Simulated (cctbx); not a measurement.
# What is wrong with this refinement?

Cell a = 6.4190 Å, b = 6.4190 Å, c = 5.5820 Å, α = 90.00°, β = 90.00°, γ = 90.00°; space group I422 (no. 97).

The data are simulated with cctbx, not measured: Cu Kα, λ = 1.54184 Å, to d = 0.83 Å, 50 % of the full sphere, strongest reflection 70000 counts, noise from counting, a 4 % proportional error and a noise floor of 15 counts (s.d.); no absorption.

An anisotropic refinement with weights 1/σ² prints:

```text
Rint 0.029, 110 unique reflections to 0.84 A
cycle     R1     wR2    GooF  max shift (A)
   1  0.6600  0.9119  34.873   0.00109
   3  0.2172  0.4877  18.650   0.00001
final R1 0.2171 wR2 0.4877 GooF 18.650  parameters 9  data/parameter 12.2
atom        x        y        z      Ueq    occ   su(xyz)  su(Uiso or U11)
Co1    0.32605  0.17395  0.25000  -0.0341  1.000  0.00053  0.0040  NPD
Ga1    0.00000  0.00000  0.50000   0.0224  1.000  0.00000  0.0092
Zr1    0.00000  0.00000  0.00000   0.0168  1.000  0.00000  0.0061
difference map: max 27.79 min -4.96 rms 3.46
Q1    0.1742  0.3258  0.7500    8   29.68  0.00 A from Co1
Q2    0.0000  0.0000  0.0000    2   13.00  0.00 A from Zr1
Q3    0.0000  0.0000  0.5000    2   12.44  0.00 A from Ga1
Q4    0.0000  0.5000  0.2500    4    7.03  1.58 A from Co1
Q5    0.0771  0.1043  0.7692   16    2.98  1.53 A from Zr1
Q6    0.0932  0.3954  0.5132   16    2.86  1.49 A from Co1
```

Q: Accept it or mend it, and why?

Mend it. The fault: elements exchanged: Zr1 is Co and Co1 is Zr. Against the right model at the same level, R1 goes from 0.0094 to 0.2171 and GooF from 0.94 to 18.65, U of Co1 shrinks from 0.0053 to -0.0341 Å², the top difference peak, 29.7 e/Å³, lies on Co1 and Co1 goes non-positive-definite. Zr1 has 13 electrons too many and its U swells to shed them, as expected; Co1 has 13 electrons too few and its U shrinks to make up, as expected.

The compound is Zr4GaCo. The right model at the same level gives:

```text
Rint 0.029, 110 unique reflections to 0.84 A
cycle     R1     wR2    GooF  max shift (A)
   1  0.0098  0.0269   1.029   0.00003
   2  0.0094  0.0245   0.938   0.00000
final R1 0.0094 wR2 0.0245 GooF 0.938  parameters 9  data/parameter 12.2
atom        x        y        z      Ueq    occ   su(xyz)  su(Uiso or U11)
Zr1    0.32589  0.17411  0.25000   0.0053  1.000  0.00003  0.0002
Ga1    0.00000  0.00000  0.50000   0.0055  1.000  0.00000  0.0003
Co1    0.00000  0.00000  0.00000   0.0071  1.000  0.00000  0.0004
Flack x: -0.004(7)
Hooft y: -0.013(9)  Bijvoet pairs: 33
difference map: max 0.37 min -0.53 rms 0.11
Q1    0.0000  0.5000  0.0000    4    0.37  2.11 A from Zr1
Q2    0.1988  0.2931  0.3627   16    0.32  1.28 A from Zr1
Q3    0.1846  0.3109  0.6061   16    0.29  0.81 A from Zr1
Q4    0.1065  0.1443  0.6651   16    0.29  1.33 A from Zr1
Q5    0.1130  0.1470  0.8226   16    0.24  1.28 A from Zr1
Q6    0.0000  0.1219  0.0000    8    0.24  0.78 A from Co1
```

The model was made for the exercise: a known structure type with other elements put in, its volume estimated, not relaxed; displacement parameters are assumed.

[Middle refinement cycles are left out of these outputs.]

[Logs are printed without paths, hosts, clocks, repeated set-up lines and the standing remarks that a program may print on its own settings, such as how far it seeks lower states.]
